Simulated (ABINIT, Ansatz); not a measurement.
# BiAs (Pm-3m): phonons by linear response, part 2 of 4

Aim: the phonon dispersion of BiAs (Pm-3m), checked by a second program.

ABINIT 10.8.3; DFT LDA, scalar-relativistic, plane waves, HGH norm-conserving pseudopotentials.

So far. Step 4 (Relaxing the cell and atoms): The volume changes by -0.8 % in this run and stands -6.8 % from the first cell. Step 5 (Ground state): The cell stands at -0.25 GPa: the relaxation ran with a smoothed and higher cutoff, and the difference is a stress of the finite basis. The relaxed cell has a = 3.613 Å (conventional setting).

The structure was built from a prototype and need not be the compound's stable phase.

### 6. Zone-centre response

At q = 0 one unit cell holds all displacements. The response is solved for single atoms along the cell's directions, and symmetry skips those that follow from others. The crystal is treated as a metal, which screens a static field, so no field response is asked.

The input, dfpt_gamma.abi:

```

# common to the responses
getwfk_filepath "gso_WFK"
kptopt 2
nqpt 1
qpt 0.0 0.0 0.0
asr 0
chneut 0

# displacements
rfphon 1
rfatpol 1 2
rfdir 1 1 1
tolvrs 1.0d-10
prtwf 0
prtpot 1

# basis, mesh and filling
ecut 20.0
ixc 7
ngkpt 8 8 8
nshiftk 1
shiftk 0.0 0.0 0.0
istwfk *1
occopt 6
tsmear 0.01
nband 11
nstep 100
diemac 1000000.0
prtebands 0
prtgsr 0
useylm 1

# cell and atoms
acell 6.828035971 6.828035971 6.828035971
rprim 
    1.0 0.0 0.0
    0.0 1.0 0.0
    0.0 0.0 1.0
ntypat 2
znucl 83 33
natom 2
typat 1 2
xred 
    0.0 0.0 0.0
    0.5 0.5 0.5
pp_dirpath "./pseudo"
pseudos "Bi.hgh, As.hgh"
```

Started as:

```bash
> OMP_NUM_THREADS=1 mpirun -n 4 abinit dfpt_gamma.abi > dfpt_gamma.log
```

Numbers of over 12 decimals in the logs are rounded to 6 here.

dfpt_gamma.abo, the main output file:

```text
[banners, grids, parts of the stress and lines that vanish by symmetry left out]
- input  file    -> dfpt_gamma.abi
- output file    -> dfpt_gamma.abo
- root for input  files -> dfpt_gammai
- root for output files -> dfpt_gammao

 Symmetries : space group Pm -3 m (#221); Bravais cP (primitive cubic)
================================================================================
 Values of the parameters that define the memory need of the present run (RF).
     intxc =       0      iscf =       7    lmnmax =      14     lnmax =       6
     mgfft =      30  mpssoang =       3    mqgrid =    3001     natom =       2
  nloc_mem =       1    nspden =       1   nspinor =       1    nsppol =       1
      nsym =      48    n1xccc =       0    ntypat =       2    occopt =       6
   xclevel =       1
-    mband =          11        mffmem =           1         mkmem =          65
-   mkqmem =          65        mk1mem =          65           mpw =        1382
      nfft =       27000          nkpt =         260
- my_mband =          11
================================================================================
================================================================================

--------------------------------------------------------------------------------
------------- Echo of variables that govern the present computation ------------
--------------------------------------------------------------------------------
-
- outvars: echo of selected default values
-   iomode0 =  0 , fftalg0 =312 , wfoptalg0 =  0
-
- outvars: echo of global parameters not present in the input file
-  max_nthreads =    1
-
 -outvars: echo values of preprocessed input variables
 [... echo left out ...]
================================================================================

 chkinp: Checking input parameters for consistency.

[...]
== DATASET  1 ==================================================================
-   mpi_nproc: 4, omp_nthreads: 1 (-1 if OMP is not activated)

--- !DatasetInfo
iteration_state: {dtset: 1, }
dimensions: {natom: 2, nkpt: 260, mband: 11, nsppol: 1, nspinor: 1, nspden: 1, mpw: 1382, }
cutoff_energies: {ecut:  20.0, pawecutdg:  -1.0, }
electrons: {nelect:   1.00000000E+01, charge:   0.00000000E+00, occopt:   6.00000000E+00, tsmear:   1.00000000E-02, }
meta: {optdriver: 1, rfphon: 1, }
...

 mkfilename: getwfk from: gso_WFK

 Exchange-correlation functional for the present dataset will be:
  LDA: Perdew-Wang 92 LSD fit to Ceperley-Alder data - ixc=7
 Citation for XC functional:
  J.P.Perdew and Y.Wang, PRB 45, 13244 (1992)

 Real(R)+Recip(G) space primitive vectors, cartesian coordinates (Bohr,Bohr^-1):
 R(1)=  6.8280360  0.0000000  0.0000000  G(1)=  0.1464550  0.0000000  0.0000000
 R(2)=  0.0000000  6.8280360  0.0000000  G(2)=  0.0000000  0.1464550  0.0000000
 R(3)=  0.0000000  0.0000000  6.8280360  G(3)=  0.0000000  0.0000000  0.1464550
 Unit cell volume ucvol=  3.1833721E+02 bohr^3
 Angles (23,13,12)=  9.00000000E+01  9.00000000E+01  9.00000000E+01 degrees
 setup1 : take into account q-point for computing boxcut.

 getcut: wavevector=  0.0000  0.0000  0.0000  ngfft=  30  30  30
         ecut(hartree)=     20.000   => boxcut(ratio)=   2.18246

--- Pseudopotential description ------------------------------------------------
- pspini: atom type   1  psp file is ./pseudo/Bi.hgh

- pspini: atom type   2  psp file is ./pseudo/As.hgh

   4.32895821E+02                                ecore*ucvol(ha*bohr**3)
--------------------------------------------------------------------------------

 ==>  initialize data related to q vector <==

 The list of irreducible perturbations for this q vector is:
    1)    idir= 1    ipert=   1
    2)    idir= 1    ipert=   2

[...]
The perturbation idir=   2  ipert=   1 is
 symmetric of a previously calculated perturbation.
 So, its SCF calculation is not needed.

 The perturbation idir=   3  ipert=   1 is
 symmetric of a previously calculated perturbation.
 So, its SCF calculation is not needed.

 The perturbation idir=   2  ipert=   2 is
 symmetric of a previously calculated perturbation.
 So, its SCF calculation is not needed.

 The perturbation idir=   3  ipert=   2 is
 symmetric of a previously calculated perturbation.
 So, its SCF calculation is not needed.

--------------------------------------------------------------------------------
 Perturbation wavevector (in red.coord.)   0.000000  0.000000  0.000000
 Perturbation : displacement of atom   1   along direction   1
 Found     8 symmetries that leave the perturbation invariant.

[...]
dfpt_looppert : total number of electrons, from k and k+q
  fully or partially occupied states are    1.000000E+01 and    1.000000E+01.
 Initialisation of the first-order wave-functions :
  ireadwf=   0

--- !BeginCycle
iteration_state: {dtset: 1, }
solver: {iscf: 7, nstep: 100, nline: 4, wfoptalg: 0, }
tolerances: {tolvrs: 1.00E-10, }
...

     iter   2DEtotal(Ha)        deltaE(Ha) residm    vres2
-ETOT  1   10.771411892426     -6.913E+01 3.659E-01 2.289E+04
 ETOT  2 -0.351008     -1.112E+01 3.578E-02 1.162E+02
 ETOT  3 -0.420712     -6.970E-02 1.384E-03 6.049E+00
 ETOT  4 -0.423382     -2.670E-03 2.478E-05 3.701E-02
 ETOT  5 -0.423398     -1.604E-05 1.813E-06 2.463E-05
[...]
At SCF step    9       vres2   =  4.29E-13 < tolvrs=  1.00E-10 =>converged.
[...]
Mean square residual over all n,k,spin=   67.405E-16; max=  20.295E-13

 Thirteen components of 2nd-order total energy (hartree) are
 1,2,3: 0th-order hamiltonian combined with 1st-order wavefunctions
     kin0=   6.66545757E+01 eigvalue=   2.41039020E+00  local=  -1.24235283E+01
 4,5,6: 1st-order hamiltonian combined with 1st and 0th-order wfs
 loc psp =  -8.67358485E+01  Hartree=   1.26819045E+01     xc=  -7.44758304E+00
 note that "loc psp" includes a xc core correction that could be resolved
 7,8,9: eventually, occupation + non-local contributions
    edocc=   8.84721849E+00     enl0=   9.60668003E+00   enl1=  -7.39234667E+01
 1-9 gives the relaxation energy (to be shifted if some occ is /=2.0)
   erelax=  -8.03296576E+01
 10,11,12 Non-relaxation  contributions : frozen-wavefunctions and Ewald
 fr.local=   2.82547813E+01 fr.nonlo=   3.63147468E+01  Ewald=   1.53367316E+01
 13,14 Frozen wf xc core corrections (1) and (2)
 frxc 1  =   0.00000000E+00  frxc 2 =   0.00000000E+00
 Resulting in :
 2DEtotal=   -0.4233979632E+00 Ha. Also 2DEtotal=   -0.115212455122E+02 eV
    (2DErelax=   -8.0329657631E+01 Ha. 2DEnonrelax=    7.9906259668E+01 Ha)
    (  non-var. 2DEtotal :   -4.2339791145E-01 Ha)

[...]
Perturbation wavevector (in red.coord.)   0.000000  0.000000  0.000000
 Perturbation : displacement of atom   2   along direction   1
 Found     8 symmetries that leave the perturbation invariant.

--------------------------------------------------------------------------------

--------------------------------------------------------------------------------

 dfpt_looppert : total number of electrons, from k and k+q
  fully or partially occupied states are    1.000000E+01 and    1.000000E+01.
 Initialisation of the first-order wave-functions :
  ireadwf=   0

--- !BeginCycle
iteration_state: {dtset: 1, }
solver: {iscf: 7, nstep: 100, nline: 4, wfoptalg: 0, }
tolerances: {tolvrs: 1.00E-10, }
...

     iter   2DEtotal(Ha)        deltaE(Ha) residm    vres2
-ETOT  1   32.745514276674     -1.122E+02 9.555E-01 6.066E+04
[...]
ETOT  8 -0.422322     -2.990E-11 6.992E-11 5.143E-10
 ETOT  9 -0.422322     -1.137E-13 1.442E-11 9.249E-13

 At SCF step    9       vres2   =  9.25E-13 < tolvrs=  1.00E-10 =>converged.
[...]
Mean square residual over all n,k,spin=   25.875E-15; max=  14.423E-12

 Thirteen components of 2nd-order total energy (hartree) are
 1,2,3: 0th-order hamiltonian combined with 1st-order wavefunctions
     kin0=   1.40990686E+02 eigvalue=   1.58789936E+00  local=  -8.00867159E+01
 4,5,6: 1st-order hamiltonian combined with 1st and 0th-order wfs
 loc psp =  -4.78912195E+01  Hartree=   2.99022845E+01     xc=  -1.41363116E+01
 note that "loc psp" includes a xc core correction that could be resolved
 7,8,9: eventually, occupation + non-local contributions
    edocc=   1.42159559E+01     enl0=   5.28706562E+01   enl1=  -2.42797689E+02
 1-9 gives the relaxation energy (to be shifted if some occ is /=2.0)
   erelax=  -1.45344454E+02
 10,11,12 Non-relaxation  contributions : frozen-wavefunctions and Ewald
 fr.local=   1.13192129E+01 fr.nonlo=   1.18266188E+02  Ewald=   1.53367316E+01
 13,14 Frozen wf xc core corrections (1) and (2)
 frxc 1  =   0.00000000E+00  frxc 2 =   0.00000000E+00
 Resulting in :
 2DEtotal=   -0.4223216164E+00 Ha. Also 2DEtotal=   -0.114919566240E+02 eV
    (2DErelax=   -1.4534445410E+02 Ha. 2DEnonrelax=    1.4492213248E+02 Ha)
    (  non-var. 2DEtotal :   -4.2232158958E-01 Ha)

[...]
---- first-order wavefunction calculations are completed ----

 ==> Compute Derivative Database <==

 [... matrices left out ...]
  Phonon wavevector (reduced coordinates) :  0.00000  0.00000  0.00000
 Phonon energies in Hartree :
  -3.003264E-04 -3.003264E-04 -3.003264E-04  5.532223E-06  5.532223E-06
   5.532223E-06
 Phonon frequencies in cm-1    :
- -6.591402E+01 -6.591402E+01 -6.591402E+01  1.214183E+00  1.214183E+00
-  1.214183E+00

== END DATASET(S) ==============================================================
================================================================================

 -outvars: echo values of variables after computation
            acell      6.8280359710E+00  6.8280359710E+00  6.8280359710E+00 Bohr
           etotal     -4.2232161640E-01
            fcart      0.0000000000E+00  0.0000000000E+00  0.0000000000E+00
           strten      0.0000000000E+00  0.0000000000E+00  0.0000000000E+00
================================================================================
```

Run time: 13 s. Hardware: 4 MPI ranks of Arm Neoverse V2, shared host; 52 s of CPU time.

This step gave:

- largest acoustic frequency at the zone centre before the sum rule: 1.21 cm⁻¹
- highest optical zone-centre mode (no LO-TO term): -65.91 cm⁻¹
- lowest optical zone-centre mode: -65.91 cm⁻¹

The acoustic modes at Γ come out as far as 1.2 cm⁻¹ from zero, where they should vanish, a small numerical error. The lowest optical mode is imaginary, 66i cm⁻¹, an instability at this level and on this k mesh.

### 7. Linear response on the mesh

Linear response treats each wavevector of the 4×4×4 mesh in the unit cell; the first-order potentials are kept for the electron-phonon matrix elements.

The input, dfpt_q.abi:

```
ndtset 9

# wavevectors
qpt1 0.25 0.0 0.0
qpt2 0.5 0.0 0.0
qpt3 0.25 0.25 0.0
qpt4 0.5 0.25 0.0
qpt5 0.5 0.5 0.0
qpt6 0.25 0.25 0.25
qpt7 0.5 0.25 0.25
qpt8 0.5 0.5 0.25
qpt9 0.5 0.5 0.5

# displacements
getwfk_filepath "gso_WFK"
getwfq_filepath "gso_WFK"
kptopt 3
nqpt 1
rfphon 1
rfatpol 1 2
rfdir 1 1 1
tolvrs 1.0d-10
prtwf 0
prtpot 1

# basis, mesh and filling
ecut 20.0
ixc 7
ngkpt 8 8 8
nshiftk 1
shiftk 0.0 0.0 0.0
istwfk *1
occopt 6
tsmear 0.01
nband 11
nstep 100
diemac 1000000.0
prtebands 0
prtgsr 0
useylm 1

# cell and atoms
acell 6.828035971 6.828035971 6.828035971
rprim 
    1.0 0.0 0.0
    0.0 1.0 0.0
    0.0 0.0 1.0
ntypat 2
znucl 83 33
natom 2
typat 1 2
xred 
    0.0 0.0 0.0
    0.5 0.5 0.5
pp_dirpath "./pseudo"
pseudos "Bi.hgh, As.hgh"
```

Started as:

```bash
> OMP_NUM_THREADS=1 mpirun -n 4 abinit dfpt_q.abi > dfpt_q.log
```

dfpt_q.abo, the main output file:

```text
[banners, grids, parts of the stress and lines that vanish by symmetry left out]
- input  file    -> dfpt_q.abi
- output file    -> dfpt_q.abo
- root for input  files -> dfpt_qi
[...]
DATASET    1 : space group Pm -3 m (#221); Bravais cP (primitive cubic)
[...]
nfft =       27000          nkpt =         512
[...]
DATASET    2 : space group Pm -3 m (#221); Bravais cP (primitive cubic)
[...]
nfft =       27000          nkpt =         512
[...]
DATASET    3 : space group Pm -3 m (#221); Bravais cP (primitive cubic)
[...]
nfft =       27000          nkpt =         512
[...]
DATASET    4 : space group Pm -3 m (#221); Bravais cP (primitive cubic)
[...]
nfft =       27000          nkpt =         512
[...]
DATASET    8 : space group Pm -3 m (#221); Bravais cP (primitive cubic)
[...]
nfft =       27000          nkpt =         512
[...]
DATASET    9 : space group Pm -3 m (#221); Bravais cP (primitive cubic)
[...]
nfft =       27000          nkpt =         512
[...]
== DATASET  1 ==================================================================
[...]
cutoff_energies: {ecut:  20.0, pawecutdg:  -1.0, }
[...]
Exchange-correlation functional for the present dataset will be:
  LDA: Perdew-Wang 92 LSD fit to Ceperley-Alder data - ixc=7
[...]
Perturbation : displacement of atom   1   along direction   1
[...]
-ETOT  1   26926.630608229      2.680E+04 1.829E+03 5.447E+08
 ETOT  2   15037.969747041     -1.189E+04 1.041E+02 2.806E+08
 ETOT  3   218.29832183333     -1.482E+04 3.243E+01 3.708E+06
 ETOT  4   3.753764     -2.145E+02 2.171E+00 5.396E+04
 ETOT  5   1.127960     -2.626E+00 1.575E+00 1.424E+02
[...]
At SCF step   11       vres2   =  6.93E-12 < tolvrs=  1.00E-10 =>converged.
[...]
Perturbation : displacement of atom   1   along direction   2
[...]
-ETOT  1   7.775627     -7.093E+01 8.008E-01 1.502E+04
[...]
At SCF step    9       vres2   =  1.91E-11 < tolvrs=  1.00E-10 =>converged.
[...]
Perturbation : displacement of atom   2   along direction   1
[...]
-ETOT  1   25605.444374847      2.541E+04 4.251E+01 5.247E+08
[...]
At SCF step   11       vres2   =  4.28E-11 < tolvrs=  1.00E-10 =>converged.
[...]
Perturbation : displacement of atom   2   along direction   2
[...]
-ETOT  1   26.929299346521     -1.168E+02 2.592E+00 4.635E+04
[...]
At SCF step    9       vres2   =  4.08E-11 < tolvrs=  1.00E-10 =>converged.
[...]
Phonon wavevector (reduced coordinates) :  0.25000  0.00000  0.00000
 Phonon energies in Hartree :
[...]
Phonon frequencies in cm-1    :
-  2.605560E+01  2.605560E+01  4.024811E+01  4.024811E+01  4.797605E+01
-  6.602759E+01
[...]
== DATASET  2 ==================================================================
[...]
cutoff_energies: {ecut:  20.0, pawecutdg:  -1.0, }
[...]
Exchange-correlation functional for the present dataset will be:
  LDA: Perdew-Wang 92 LSD fit to Ceperley-Alder data - ixc=7
[...]
Perturbation : displacement of atom   1   along direction   1
[...]
-ETOT  1   2184.3888801276      2.054E+03 2.269E+03 1.166E+07
[...]
Perturbation : displacement of atom   1   along direction   2
[...]
-ETOT  1   5.026978     -7.248E+01 1.472E+01 8.919E+03
[...]
Perturbation : displacement of atom   2   along direction   1
[...]
-ETOT  1   1506.1844603245      1.310E+03 2.111E+01 8.545E+06
[...]
Perturbation : displacement of atom   2   along direction   2
[...]
-ETOT  1   22.505207141444     -1.200E+02 5.673E+00 3.582E+04
[...]
Phonon wavevector (reduced coordinates) :  0.50000  0.00000  0.00000
 Phonon energies in Hartree :
[...]
Phonon frequencies in cm-1    :
- -2.441373E+01 -2.441373E+01  2.649109E+01  2.649109E+01  9.118528E+01
-  1.141299E+02
[...]
== DATASET  3 ==================================================================
[...]
cutoff_energies: {ecut:  20.0, pawecutdg:  -1.0, }
[...]
Exchange-correlation functional for the present dataset will be:
  LDA: Perdew-Wang 92 LSD fit to Ceperley-Alder data - ixc=7
[...]
Perturbation : displacement of atom   1   along direction   1
[...]
-ETOT  1   2373.5245845088      2.269E+03 7.762E+01 2.425E+07
[...]
Perturbation : displacement of atom   1   along direction   3
[...]
-ETOT  1   5.625511     -7.201E+01 2.053E+00 1.121E+04
[...]
Perturbation : displacement of atom   2   along direction   1
[...]
-ETOT  1   2381.4929040600      2.212E+03 1.491E+02 2.470E+07
[...]
Perturbation : displacement of atom   2   along direction   3
[...]
-ETOT  1   23.333744557362     -1.193E+02 2.413E+01 3.877E+04
[...]
Phonon wavevector (reduced coordinates) :  0.25000  0.25000  0.00000
 Phonon energies in Hartree :
[...]
Phonon frequencies in cm-1    :
- -6.400229E+01 -5.018983E+01  3.786738E+01  3.995619E+01  4.100138E+01
-  9.231288E+01
[...]
== DATASET  4 ==================================================================
[...]
cutoff_energies: {ecut:  20.0, pawecutdg:  -1.0, }
[...]
Exchange-correlation functional for the present dataset will be:
  LDA: Perdew-Wang 92 LSD fit to Ceperley-Alder data - ixc=7
[...]
Perturbation : displacement of atom   1   along direction   1
[...]
-ETOT  1   831.34469578103      7.145E+02 2.089E+01 3.687E+06
[...]
Perturbation : displacement of atom   1   along direction   2
[...]
-ETOT  1   143.23739508072      5.088E+01 3.466E+00 6.406E+05
[...]
Phonon wavevector (reduced coordinates) :  0.50000  0.25000  0.00000
 Phonon energies in Hartree :
[...]
Phonon frequencies in cm-1    :
- -6.413606E+01 -3.034457E+01  4.257711E+01  5.943351E+01  7.266625E+01
-  9.596279E+01
[...]
== DATASET  5 ==================================================================
[...]
Phonon wavevector (reduced coordinates) :  0.50000  0.50000  0.00000
 Phonon energies in Hartree :
[...]
Phonon frequencies in cm-1    :
- -9.702513E+01 -4.979797E+01  4.206923E+01  4.206923E+01  6.075484E+01
-  6.075484E+01
[...]
== DATASET  6 ==================================================================
[...]
Phonon wavevector (reduced coordinates) :  0.25000  0.25000  0.25000
 Phonon energies in Hartree :
[...]
Phonon frequencies in cm-1    :
-  3.271004E+01  5.068208E+01  5.068208E+01  6.677891E+01  6.871368E+01
-  6.871368E+01
[...]
== DATASET  7 ==================================================================
[...]
Perturbation : displacement of atom   2   along direction   1
[...]
-ETOT  1   363.23293394998      1.903E+02 2.821E+01 1.420E+06
[...]
Perturbation : displacement of atom   2   along direction   2
[...]
-ETOT  1   134.37115370346     -1.953E+01 1.053E+01 4.682E+05
[...]
Phonon wavevector (reduced coordinates) :  0.50000  0.25000  0.25000
 Phonon energies in Hartree :
[...]
Phonon frequencies in cm-1    :
-  1.094821E+01  2.200587E+01  5.839512E+01  6.958901E+01  8.937874E+01
-  9.279680E+01
[...]
== DATASET  8 ==================================================================
[...]
cutoff_energies: {ecut:  20.0, pawecutdg:  -1.0, }
[...]
Exchange-correlation functional for the present dataset will be:
  LDA: Perdew-Wang 92 LSD fit to Ceperley-Alder data - ixc=7
[...]
Perturbation : displacement of atom   1   along direction   1
[...]
-ETOT  1   81.483424815809     -1.855E+01 1.061E+01 2.422E+05
[...]
Perturbation : displacement of atom   1   along direction   3
[...]
-ETOT  1   25.984531606241     -5.968E+01 2.424E+00 7.147E+04
[...]
Perturbation : displacement of atom   2   along direction   1
[...]
-ETOT  1   149.94290942532     -1.510E+01 1.664E+01 4.256E+05
[...]
Perturbation : displacement of atom   2   along direction   3
[...]
-ETOT  1   77.837748177179     -7.285E+01 2.740E+01 1.955E+05
[...]
Phonon wavevector (reduced coordinates) :  0.50000  0.50000  0.25000
 Phonon energies in Hartree :
[...]
Phonon frequencies in cm-1    :
-  4.454572E+01  6.017969E+01  6.017969E+01  7.101700E+01  7.101700E+01
-  8.215716E+01
[...]
== DATASET  9 ==================================================================
[...]
cutoff_energies: {ecut:  20.0, pawecutdg:  -1.0, }
[...]
Exchange-correlation functional for the present dataset will be:
  LDA: Perdew-Wang 92 LSD fit to Ceperley-Alder data - ixc=7
[...]
Perturbation : displacement of atom   1   along direction   1
[...]
-ETOT  1   42.102139771103     -5.314E+01 1.566E+00 9.909E+04
[...]
At SCF step    9       vres2   =  1.32E-12 < tolvrs=  1.00E-10 =>converged.
[...]
Perturbation : displacement of atom   2   along direction   1
[...]
-ETOT  1   88.088781475877     -7.217E+01 1.302E+00 2.037E+05
[...]
ETOT  8   1.733565     -2.768E-11 6.291E-07 1.547E-08
 ETOT  9   1.733565     -8.640E-12 8.781E+01 1.534E-11
 At SCF step    9       vres2   =  1.53E-11 < tolvrs=  1.00E-10 =>converged.
[...]
Phonon wavevector (reduced coordinates) :  0.50000  0.50000  0.50000
 Phonon energies in Hartree :
[...]
Phonon frequencies in cm-1    :
-  7.336814E+01  7.336814E+01  7.336814E+01  1.145184E+02  1.145184E+02
-  1.145184E+02
[...]
fcart6     0.0000000000E+00  0.0000000000E+00  0.0000000000E+00
   
================================================================================
```

Elapsed: 16 min, on 4 MPI ranks; 65 min of CPU time.

This step gave:

```yaml
lowest_mode_on_the_q_mesh_acoustic_ones_at_the_zone_centre_apart: -97.03 cm⁻¹
```

Frequencies (cm⁻¹) before the sum rule at the irreducible wavevectors but Γ, which is solved apart; negative means imaginary. Frequencies by wavevector:

```csv
q (fractions),star,mode 1,mode 2,mode 3,mode 4,mode 5,mode 6
0.25 0 0,6,26.06,26.06,40.25,40.25,47.98,66.03
0.5 0 0,3,-24.41,-24.41,26.49,26.49,91.19,114.1
0.25 0.25 0,12,-64,-50.19,37.87,39.96,41,92.31
0.5 0.25 0,12,-64.14,-30.34,42.58,59.43,72.67,95.96
0.5 0.5 0,3,-97.03,-49.8,42.07,42.07,60.75,60.75
0.25 0.25 0.25,8,32.71,50.68,50.68,66.78,68.71,68.71
0.5 0.25 0.25,12,10.95,22.01,58.4,69.59,89.38,92.8
0.5 0.5 0.25,6,44.55,60.18,60.18,71.02,71.02,82.16
0.5 0.5 0.5,1,73.37,73.37,73.37,114.5,114.5,114.5
```

(Continued in part 3 of 4.)

[Host names and launcher messages were left out of these logs when they were recorded.]

[Logs are printed without paths, hosts, clocks, repeated set-up lines and the standing remarks that a program may print on its own settings, such as how far it seeks lower states.]

[Hosts, paths, dates, database ids (printed as entryN), source tags and the programs' standing remarks are cut or masked in the printed files.]
